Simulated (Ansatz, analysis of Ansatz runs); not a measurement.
## A hop of H in K2NaCl3 (P-3m1), charge +1

How high is the barrier when H changes place in K2NaCl3 (P-3m1)? The case: H turning about Cl, charge +1, in a cell of 54 host atoms with 1 H put in.

Method: plane-wave PAW DFT, PBEsol; nudged elastic band between two relaxed defect structures at fixed charge in a uniform background, in Ansatz 0.2.0.

Most raw output is cut from this account.

## (1) Starting point

The cell holds 55 atoms: 18 K, 9 Na, 27 Cl and 1 H. Cell: a = 12.754 Å, b = 12.754 Å, c = 10.514 Å, α = 90.0°, β = 90.0°, γ = 120.0°. It derives from K2NaCl3 (space group P-3m1). Nearest the centre at fractional (0.574, 0.426, 0.954): H55 at 0.72 Å, Cl29 at 1.11 Å, Na45 at 2.10 Å, Na27 at 2.73 Å, Na51 at 2.73 Å, Cl46 at 3.03 Å, Cl22 at 3.03 Å, Cl28 at 3.50 Å. The cell carries charge +1.

The cell's shortest repeat is 10.5 Å.

## (2) Relaxation of the start point, charge +1

A barrier is counted from a minimum, so both ends are relaxed first. Small random displacements break the symmetry of the ideal sites, so that the defect can distort if it gains by it. The charge of +1 is set by the electron count, and a uniform background keeps the cell neutral.

The input, qp1_c54k1s.start/input.yaml:

```yaml
crystal:
  lattice:
    - [12.75421449, 0.0, 0.0]
    - [-6.37710725, 11.04547376, 0.0]
    - [0.0, 0.0, 10.51350475]
  atoms:
    - { symbol: K, position: [0.11111111, 0.22222222, 0.67778139] }
    - { symbol: K, position: [0.22222222, 0.11111111, 0.32221861] }
    - { symbol: Na, position: [0.0, 0.0, 0.0] }
    - { symbol: Cl, position: [0.11111111, 0.22222222, 0.14426525] }
    - { symbol: Cl, position: [0.22222222, 0.11111111, 0.85573475] }
    - { symbol: Cl, position: [0.0, 0.0, 0.5] }
    - { symbol: K, position: [0.11111111, 0.55555556, 0.67778139] }
    - { symbol: K, position: [0.22222222, 0.44444444, 0.32221861] }
[... 43 atom lines left out ...]
    - { symbol: Cl, position: [0.77777778, 0.88888889, 0.14426525] }
    - { symbol: Cl, position: [0.88888889, 0.77777778, 0.85573475] }
    - { symbol: Cl, position: [0.66666667, 0.66666667, 0.5] }
    - { symbol: H, position: [0.630726, 0.482029, 0.953746] }
total_charge: 1
basis:
  ecutwfc: 420
  xc_grid: 2
hamiltonian:
  xc: pbesol
kpoints:
  mp_grid: { grid: [1, 1, 1], shift: [0.25, 0.25, 0.25] }
scf:
  occupations: { method: fixed }
  max_iter: 120
output:
  forces: true
relax:
  f_tol: 0.02
  max_steps: 70
  random_displacement: { amplitude: 0.03, seed: 1468 }
```

Command:

```bash
> ansatz run input.yaml --threads 32 --pin off --max-ram 84787MiB --backend cuda --events-out ev --progress --plain --runs-dir out --max-vram 78GiB
```

Wall time 4.5 s (1 × NVIDIA GB200 with 32 threads of Arm Neoverse V2, shared host); peak memory 1.3 GiB.

Step by step:

| step | energy less that of the first step (eV) | largest force component (eV/Å) |
| --- | --- | --- |
| 1 | 0.0000 | 1.2700 |
| 2 | -0.8413 | 0.9288 |
| 3 | -1.1901 | 0.6688 |
| 4 | -1.2860 | 0.5457 |
| 5 | -1.1862 | 1.5781 |
| 6 | -1.3451 | 0.0285 |
| 7 | -1.3508 | 0.0689 |
| 8 | -1.3522 | 0.0286 |
| 9 | -1.3528 | 0.0035 |

Relaxation step 5 was tried and not accepted.

The atoms that moved most (Å, from the sites as typed, ahead of the random displacement, the mean shift of all atoms taken out):

| atom | dx | dy | dz | length |
| --- | --- | --- | --- | --- |
| H55 | 0.330 | 0.191 | 0.473 | 0.608 |
| Na45 | 0.212 | -0.379 | -0.008 | 0.435 |
| Na51 | -0.223 | 0.373 | -0.009 | 0.435 |
| Cl46 | -0.244 | -0.143 | -0.291 | 0.406 |
| Cl29 | 0.219 | 0.128 | 0.264 | 0.366 |
| Na15 | 0.090 | 0.052 | -0.107 | 0.149 |
| Na27 | -0.101 | -0.058 | 0.088 | 0.146 |
| K26 | -0.088 | -0.051 | 0.043 | 0.110 |

Neighbours of H55 at the end:

| atom | distance (Å) |
| --- | --- |
| Cl29 | 1.567 |
| Cl46 | 1.567 |
| Na45 | 2.560 |
| Na51 | 2.560 |
| Cl22 | 3.543 |
| Cl28 | 3.543 |
| Cl47 | 3.551 |
| Cl53 | 3.551 |

Among the atoms that came to bonding distance: Cl46–H55 1.57 Å (from 2.58).

This step gave:

* free energy: -69333.5348 eV
* r.m.s. move of the farther half of the atoms: 0.04027 Å
* largest move from the ideal geometry of this structure, a common shift of the far atoms taken out: 0.6202 Å

The relaxation gained 1.353 eV and ended with a largest force component of 0.0035 eV/Å.

## (3) Relaxation of the end point, charge +1

The end point is relaxed in the same cell and settings, so that the two energies compare. Atoms more than 3.2 Å from the middle of the hop start where the first relaxation left them, the nearer ones on or close to their ideal places, with small random displacements.

The input, qp1_c54k1s.end/input.yaml:

```yaml
crystal:
  lattice:
    - [12.75421449, 0.0, 0.0]
    - [-6.37710725, 11.04547376, 0.0]
    - [0.0, 0.0, 10.51350475]
  atoms:
    - { symbol: K, position: [0.1104318, 0.22143363, 0.6800618] }
    - { symbol: K, position: [0.22226611, 0.10963586, 0.32198137] }
[... 16 atom lines left out ...]
    - { symbol: K, position: [0.44274399, 0.21624464, 0.67449407] }
[... 2 atom lines left out ...]
    - { symbol: Cl, position: [0.44444444, 0.22222222, 0.14426525] }
[... 3 atom lines left out ...]
    - { symbol: K, position: [0.54701018, 0.43970076, 0.32706766] }
    - { symbol: Na, position: [0.33333333, 0.33333333, 0.0] }
    - { symbol: Cl, position: [0.44820902, 0.55749689, 0.14140893] }
    - { symbol: Cl, position: [0.55555556, 0.44444444, 0.85573475] }
[... 13 atom lines left out ...]
    - { symbol: K, position: [0.78610282, 0.55927305, 0.6729375] }
[... 1 atom line left out ...]
    - { symbol: Na, position: [0.66666667, 0.33333333, 0.0] }
    - { symbol: Cl, position: [0.77777778, 0.55555556, 0.14426525] }
    - { symbol: Cl, position: [0.88503442, 0.44154156, 0.85843924] }
[... 3 atom lines left out ...]
    - { symbol: Na, position: [0.66666667, 0.66666667, 0.0] }
[... 3 atom lines left out ...]
    - { symbol: H, position: [0.517971, 0.369274, 0.953746] }
total_charge: 1
basis:
  ecutwfc: 420
  xc_grid: 2
hamiltonian:
  xc: pbesol
kpoints:
  mp_grid: { grid: [1, 1, 1], shift: [0.25, 0.25, 0.25] }
scf:
  occupations: { method: fixed }
  max_iter: 120
output:
  forces: true
relax:
  f_tol: 0.02
  max_steps: 70
  random_displacement: { amplitude: 0.01, seed: 1468 }
```

Run time: 4.6 s. Hardware: 1 × NVIDIA GB200 with 32 threads; peak memory 1.3 GiB; 21 s of CPU time.

Relaxation path:

| step | energy less that of the first step (eV) | largest force component (eV/Å) |
| --- | --- | --- |
| 1 | 0.0000 | 1.0656 |
| 2 | -0.7022 | 0.5491 |
| 3 | -1.0342 | 0.5645 |
| 4 | -1.0756 | 0.9465 |
| 5 | -1.1038 | 1.1195 |
| 6 | -1.2046 | 0.0477 |
| 7 | -1.2047 | 0.0486 |
| 8 | -1.2071 | 0.0275 |
| 9 | -1.2080 | 0.0130 |

The atoms that moved most (Å, from the sites as typed, ahead of the random displacement):

| atom | dx | dy | dz | length |
| --- | --- | --- | --- | --- |
| H55 | 0.003 | -0.385 | 0.471 | 0.608 |
| Na45 | 0.439 | 0.002 | -0.010 | 0.439 |
| Na27 | -0.432 | -0.001 | -0.011 | 0.432 |
| Cl22 | 0.005 | 0.278 | -0.291 | 0.402 |
| Cl29 | 0.001 | -0.262 | 0.264 | 0.372 |
| K26 | 0.082 | 0.149 | -0.013 | 0.171 |
| Cl47 | 0.094 | 0.066 | -0.093 | 0.148 |
| Na51 | 0.004 | 0.114 | 0.086 | 0.143 |

Neighbours of H55 at the end:

| atom | distance (Å) |
| --- | --- |
| Cl29 | 1.562 |
| Cl22 | 1.570 |
| Na27 | 2.561 |
| Na45 | 2.561 |
| Cl28 | 3.543 |
| Cl46 | 3.544 |
| Cl23 | 3.550 |
| Cl5 | 3.551 |

Among the atoms that came to bonding distance: Cl22–H55 1.57 Å (from 2.58).

Read from the output:

| Property | Result |
| --- | --- |
| free energy | -69333.5347 eV |
| r.m.s. move of the farther half of the atoms | 0.04071 Å |
| largest move from the ideal geometry of this structure, a common shift of the far atoms taken out | 0.6194 Å |

The relaxation gained 1.208 eV and ended with a largest force component of 0.013 eV/Å. The end lies within 1 meV of the start.

## (4) Nudged elastic band, charge +1

3 movable images are laid between the ends on a pair-potential path, which keeps atoms from colliding in the first guess. Each image feels the true force across the path and a spring force along it. The highest image is set to climb to the top of the path.

This step: plane-wave PAW DFT, PBEsol; nudged elastic band between two relaxed defect structures at fixed charge in a uniform background.

The input, qp1_c54k1s.neb/input.yaml:

```yaml
crystal:
  lattice:
    - [12.75421449, 0.0, 0.0]
    - [-6.37710725, 11.04547376, 0.0]
    - [0.0, 0.0, 10.51350475]
  atoms:
    - { symbol: K, position: [0.10950412, 0.22151824, 0.6790911] }
    - { symbol: K, position: [0.22133843, 0.10972047, 0.32101068] }
    - { symbol: Na, position: [0.00078497, 0.00228597, -0.00069252] }
    - { symbol: Cl, position: [0.10974022, 0.22158448, 0.14623618] }
    - { symbol: Cl, position: [0.22544593, 0.11429609, 0.85656266] }
    - { symbol: Cl, position: [0.00090195, 4.497e-05, 0.50094798] }
    - { symbol: K, position: [0.11015479, 0.55419693, 0.67700089] }
    - { symbol: K, position: [0.22132634, 0.44510304, 0.3210396] }
    - { symbol: Na, position: [0.00079428, 0.33199938, -0.00068336] }
    - { symbol: Cl, position: [0.10595811, 0.55450275, 0.14146565] }
    - { symbol: Cl, position: [0.2254485, 0.44472936, 0.85652416] }
    - { symbol: Cl, position: [0.00087356, 0.3343637, 0.50093668] }
    - { symbol: K, position: [0.11015751, 0.88948845, 0.67701692] }
    - { symbol: K, position: [0.22194653, 0.77772195, 0.31893326] }
    - { symbol: Na, position: [0.00911744, 0.67130037, -0.01034102] }
    - { symbol: Cl, position: [0.10594405, 0.88487719, 0.14143586] }
    - { symbol: Cl, position: [0.22184491, 0.77771069, 0.85178099] }
    - { symbol: Cl, position: [-0.00074699, 0.66639055, 0.49380277] }
    - { symbol: K, position: [0.4418163, 0.21632925, 0.67352337] }
    - { symbol: K, position: [0.5537205, 0.108717, 0.32330687] }
    - { symbol: Na, position: [0.33067043, -0.00304849, -0.0012599] }
    - { symbol: Cl, position: [0.44728736, 0.22318644, 0.14038636] }
    - { symbol: Cl, position: [0.55189403, 0.10464737, 0.84956724] }
    - { symbol: Cl, position: [0.33063294, -0.00081518, 0.49710153] }
    - { symbol: K, position: [0.44184676, 0.55904871, 0.67350547] }
    - { symbol: K, position: [0.5460825, 0.43978537, 0.32609696] }
    - { symbol: Na, position: [0.32246694, 0.32800991, 0.00818968] }
    - { symbol: Cl, position: [0.44728134, 0.5575815, 0.14043823] }
    - { symbol: Cl, position: [0.57822088, 0.4559893, 0.88065591] }
    - { symbol: Cl, position: [0.33215765, 0.33282882, 0.5043078] }
    - { symbol: K, position: [0.44078105, 0.8871531, 0.67038548] }
    - { symbol: K, position: [0.55372768, 0.77850533, 0.32331571] }
    - { symbol: Na, position: [0.33067524, 0.66721358, -0.00125129] }
    - { symbol: Cl, position: [0.44421417, 0.88882787, 0.14126654] }
    - { symbol: Cl, position: [0.55192943, 0.78084689, 0.84957304] }
    - { symbol: Cl, position: [0.3306303, 0.66495476, 0.49710816] }
    - { symbol: K, position: [0.77776208, 0.22076318, 0.67467024] }
    - { symbol: K, position: [0.89082247, 0.11215898, 0.32770898] }
    - { symbol: Na, position: [0.66577102, -0.00035612, -0.00092376] }
    - { symbol: Cl, position: [0.77962898, 0.21845304, 0.14853451] }
    - { symbol: Cl, position: [0.8872729, 0.11043633, 0.85676633] }
    - { symbol: Cl, position: [0.66575198, -0.00036654, 0.49899593] }
    - { symbol: K, position: [0.78517513, 0.55935766, 0.6719668] }
    - { symbol: K, position: [0.88958217, 0.44023616, 0.32455756] }
    - { symbol: Na, position: [0.66579081, 0.29891067, -0.00095006] }
    - { symbol: Cl, position: [0.75189124, 0.54258357, 0.11637101] }
    - { symbol: Cl, position: [0.88410673, 0.44162617, 0.85746855] }
    - { symbol: Cl, position: [0.66567632, 0.33529741, 0.49899055] }
    - { symbol: K, position: [0.77778492, 0.89054696, 0.67467312] }
    - { symbol: K, position: [0.8896005, 0.78285919, 0.32454974] }
    - { symbol: Na, position: [0.66577905, 0.70038631, -0.00098777] }
    - { symbol: Cl, position: [0.77966199, 0.89464877, 0.14853509] }
    - { symbol: Cl, position: [0.8840961, 0.77602498, 0.85750071] }
    - { symbol: Cl, position: [0.66569743, 0.66391177, 0.49901087] }
    - { symbol: H, position: [0.66495242, 0.49923033, 0.99855272] }
total_charge: 1
basis:
  ecutwfc: 420
  xc_grid: 2
hamiltonian:
  xc: pbesol
kpoints:
  mp_grid: { grid: [1, 1, 1], shift: [0.25, 0.25, 0.25] }
scf:
  occupations: { method: fixed }
  max_iter: 120
output:
  forces: true
neb:
  images: 3
  f_tol: 0.04
  climbing: true
  initial_path: idpp
  max_iterations: 45
  order_check: false
  final_atoms:
    - { symbol: K, position: [0.10835073, 0.22107856, 0.67473837] }
    - { symbol: K, position: [0.21610629, 0.10932528, 0.32469852] }
[... 16 atom lines left out ...]
    - { symbol: K, position: [0.43957698, 0.21372742, 0.67199153] }
[... 2 atom lines left out ...]
    - { symbol: Cl, position: [0.45633777, 0.24690846, 0.11671147] }
[... 3 atom lines left out ...]
    - { symbol: K, position: [0.55910747, 0.45275674, 0.32592631] }
    - { symbol: Na, position: [0.298296, 0.33276827, -0.00095521] }
    - { symbol: Cl, position: [0.44117356, 0.55156009, 0.14051907] }
    - { symbol: Cl, position: [0.54269738, 0.42024529, 0.88094451] }
[... 13 atom lines left out ...]
    - { symbol: K, position: [0.78254593, 0.55702551, 0.6737052] }
[... 1 atom line left out ...]
    - { symbol: Na, position: [0.70005515, 0.33299948, -0.00082607] }
    - { symbol: Cl, position: [0.77590395, 0.55159286, 0.1404551] }
    - { symbol: Cl, position: [0.89428831, 0.44701102, 0.84963691] }
[... 3 atom lines left out ...]
    - { symbol: Na, position: [0.67100111, 0.67652785, 0.00825979] }
[... 3 atom lines left out ...]
    - { symbol: H, position: [0.49971799, 0.33398154, 0.99862769] }
```

Wall time 8.3 s (1 × NVIDIA GB200 with 32 threads); peak memory 2.2 GiB.

The path, image by image:

| image | path (Å) | energy (eV) | H55: x, y, z (Å) |
| --- | --- | --- | --- |
| 0 | 0.000 | 0.0000 | 5.297, 5.514, 10.498 |
| 1 | 0.674 | 0.1218 | 4.901, 5.178, 10.480 |
| 2 | 1.348 | 0.3257 | 4.514, 4.749, 10.494 |
| 3 | 2.022 | 0.1217 | 4.336, 4.199, 10.480 |
| 4 | 2.697 | 0.0001 | 4.244, 3.689, 10.499 |

This step gave:

```yaml
free_energy: -69333.2091 eV
barrier_forward: 0.3257 eV
barrier_backward: 0.3255 eV
end_less_start: 1.41e-4 eV
hop_length: 2.108 Å
```

Track of the atom that was set to move:

| image | x (Å) | y (Å) | z (Å) | nearest neighbour | distance (Å) |
| --- | --- | --- | --- | --- | --- |
| 0 | 5.297 | 5.514 | 10.5 | Cl | 1.567 |
| 1 | 4.901 | 5.178 | 10.48 | Cl | 1.419 |
| 2 | 4.514 | 4.749 | 10.49 | Cl | 1.338 |
| 3 | 4.336 | 4.199 | 10.48 | Cl | 1.419 |
| 4 | 4.244 | 3.689 | 10.5 | Cl | 1.562 |

The band met its tolerance of 0.04 eV/Å after 7 iterations, with image 2 on top (the start counts as 0). H55, which moves farthest between the ends, has 2 Cl at 1.57 Å nearest at the start and 1 Cl at 1.34 Å at the top.

## (5) Single point at the top of the path, PBEsol

A single point at the top of the band gives the levels near the gap and the populations there.

This step: plane-wave PAW DFT, PBEsol; single point of a defect supercell on a structure of the PBEsol path.

The input, qp1_c54k1s.top.probe/input.yaml:

```yaml
crystal:
  lattice:
    - [12.75421449, 0.0, 0.0]
    - [-6.37710725, 11.04547376, 0.0]
    - [0.0, 0.0, 10.51350475]
  atoms:
    - { symbol: K, position: [0.10830671, 0.22020426, 0.67570261] }
    - { symbol: K, position: [0.2233874, 0.11137557, 0.32038155] }
[... 16 atom lines left out ...]
    - { symbol: K, position: [0.43804701, 0.20981473, 0.67114154] }
[... 2 atom lines left out ...]
    - { symbol: Cl, position: [0.45697459, 0.24123432, 0.12938378] }
[... 3 atom lines left out ...]
    - { symbol: K, position: [0.55329857, 0.44560312, 0.32769386] }
    - { symbol: Na, position: [0.30595433, 0.32262069, 0.00706229] }
    - { symbol: Cl, position: [0.44623269, 0.55267339, 0.13787049] }
    - { symbol: Cl, position: [0.55499193, 0.44390925, 0.87423186] }
[... 13 atom lines left out ...]
    - { symbol: K, position: [0.78909406, 0.5608564, 0.67114041] }
[... 1 atom line left out ...]
    - { symbol: Na, position: [0.68625186, 0.31267161, 0.00462085] }
    - { symbol: Cl, position: [0.75767156, 0.54192075, 0.12939047] }
    - { symbol: Cl, position: [0.88747524, 0.44247604, 0.85399722] }
[... 3 atom lines left out ...]
    - { symbol: Na, position: [0.67627719, 0.69294096, 0.00706606] }
[... 3 atom lines left out ...]
    - { symbol: H, position: [0.56893954, 0.42995622, 0.99811596] }
total_charge: 1
basis:
  ecutwfc: 420
  xc_grid: 2
hamiltonian:
  xc: pbesol
kpoints:
  mp_grid: { grid: [1, 1, 1], shift: [0.25, 0.25, 0.25] }
scf:
  occupations: { method: fixed }
  max_iter: 120
output:
  forces: true
  eigenvalues: true
  eigenstates: { localisation: true }
  populations: true
  write_density: true
  write_potential: true
  volumetric_format: npy
  elf: true
checkpoint:
  write: "../qp1_c54k1s.top.probe.run"
  compress: false
  write_wavefunctions: false
  write_every: 100000
```

The job ended after 1.9 s (1 × NVIDIA GB200 with 32 threads; peak memory 1.4 GiB).

Numbers from this step:

```
free energy : -69333.2091 eV
```

States next to the filling edge at the first k-point, on the run's own zero (eigenstates.tsv). The participation number counts the atoms that a state is spread over, of 55; bands count from 0.

| spin | band | energy (eV) | occupation | participation | largest share on | share |
| --- | --- | --- | --- | --- | --- | --- |
| both | 210 | 0.997 | 2.00 | 24.0 | Cl34 | 0.09 |
| both | 211 | 1.008 | 2.00 | 23.3 | Cl41 | 0.08 |
| both | 212 | 1.029 | 2.00 | 16.1 | Cl16 | 0.17 |
| both | 213 | 1.059 | 2.00 | 24.6 | Cl41 | 0.07 |
| both | 214 | 1.068 | 2.00 | 19.0 | Cl41 | 0.12 |
| both | 215 | 1.111 | 2.00 | 15.2 | Cl17 | 0.16 |
| both | 216 | 6.088 | 0.00 | 4.9 | Cl29 | 0.31 |
| both | 217 | 6.847 | 0.00 | 50.0 | Cl29 | 0.05 |
| both | 218 | 7.269 | 0.00 | 40.5 | Cl29 | 0.05 |
| both | 219 | 7.325 | 0.00 | 43.0 | Na39 | 0.04 |
| both | 220 | 7.707 | 0.00 | 45.8 | Cl29 | 0.05 |

Under PBEsol at one point at (¼, ¼, ¼), the highest filled state is spread over 15 of 55 atoms, and the lowest empty one, 4.98 eV above it, is spread over 5 of 55 atoms.

Valence electrons by atom (Löwdin), nearest atoms first, with the excess over far atoms of the same element, which can also hold differences between inequivalent host sites (the log counts sites from 0):

| atom | distance from the centre (Å) | electrons | excess |
| --- | --- | --- | --- |
| H55 | 0.48 | 0.743 | - |
| Cl29 | 0.93 | 7.186 | -0.495 |
| Na45 | 2.54 | 8.300 | 0.002 |
| Cl46 | 2.76 | 7.651 | -0.029 |
| Cl22 | 2.77 | 7.651 | -0.029 |
| Na51 | 3.03 | 8.302 | 0.003 |
| Na27 | 3.04 | 8.301 | 0.003 |
| Cl28 | 3.42 | 7.673 | -0.008 |

The distance between the highest filled and the lowest empty level goes from 5.52 eV at the start to 4.98 eV at the top.

## (6) Outcome

| Quantity | Value |
| --- | --- |
| barrier forward | 0.33 eV |
| barrier backward | 0.33 eV |
| end less start | 0.00 eV |
| hop length | 2.11 Å |
| band iterations, as the log counts them | 7 |

What this shows: The top of the band lies 0.33 eV above the start and 0.33 eV above the end, which are alike in energy and neighbours. For hydrogen, zero-point energy and tunnelling change the rate much, so no rate follows from this barrier alone. At the top H55 stands 1.34 Å from its nearest Cl, 0.23 Å closer than at the start. The order of the top as a saddle was not checked for all atoms, so a bent path could be lower. No image-charge correction is applied; it largely cancels along a path if the charge stays localised alike. Limits: one k-point off the zone centre stands for the whole zone.

[Logs are printed without paths, hosts, clocks, repeated set-up lines and the standing remarks that a program may print on its own settings, such as how far it seeks lower states.]

[Hosts, paths, dates, database ids (printed as entryN), source tags and the programs' standing remarks are cut or masked in the printed files.]
